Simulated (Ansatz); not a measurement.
In doubt: masses and optical values from hybrid runs of this build are listed as unsure (in some of the runs), which bears on the screening that GW takes from such a start.

Two G0W0 runs on PtSe2 (1T monolayer).

The cell holds 3 atoms: 1 Pt and 2 Se. Its edges and angles: a = 3.703 Å, b = 3.703 Å, c = 28.400 Å, α = 90.0°, β = 90.0°, γ = 120.0°. Vacuum lies along c.

```xyz
3
Lattice="3.7032 0.0000 0.0000 -1.8516 3.2070 0.0000 0.0000 0.0000 28.4000" Properties=species:S:1:pos:R:3
Pt    0.0000    0.0000   14.2000
Se    0.0000    2.1380   15.4920
Se    1.8516    1.0690   12.9080
```

The structure was relaxed with PBEsol. The runs that relaxed it are not among those shown. Spin-orbit coupling is left out unless a run names it.

The first (Ansatz 0.2.0; start PBEsol, 6×6×1 mesh, 410 empty bands, screening to 66 eV, PAW set soft_1 files; 1 × NVIDIA H100 80GB HBM3 (shared by 6 runs) with 3 threads of AMD EPYC 7R13 (Zen 3), shared host) gave, on its mesh: starting gap 1.69 eV, G0W0 gap 2.52 eV, mean of 1 + 4πα/V (set by the cell height) 3.26, 42 s.

Q: The second changes start from PBEsol to HSE06. What does it give?

It gave: starting gap 2.29 eV, G0W0 gap 2.95 eV, mean of 1 + 4πα/V (set by the cell height) 2.56, 49 s. The G0W0 gap moves by +0.43 eV, +0.60 eV from the start and −0.17 eV from the correction. Σc changes by −0.10 eV at the valence top and −0.004 eV at the conduction bottom, and Σx − Vxc between them by −0.26 eV.

Limits: not at the basis limit; coarse mesh for a sheet; no spin polarisation; d states lean on the start; no spin-orbit coupling.

[Paths, hosts, dates, memory and timing lines, banners, echoed tables and standing remarks are left out of the program output.]

[Logs are printed without paths, hosts, clocks, repeated set-up lines and the standing remarks that a program may print on its own settings, such as how far it seeks lower states.]

[Runs of the session that timed out or met a known fault of the program may be left out.]

[Cells called generated may have been cut or substituted from an entry of the Crystallography Open Database or the Materials Project.]

[Hosts, paths, dates, database ids (printed as entryN), source tags and the programs' standing remarks are cut or masked in the printed files.]
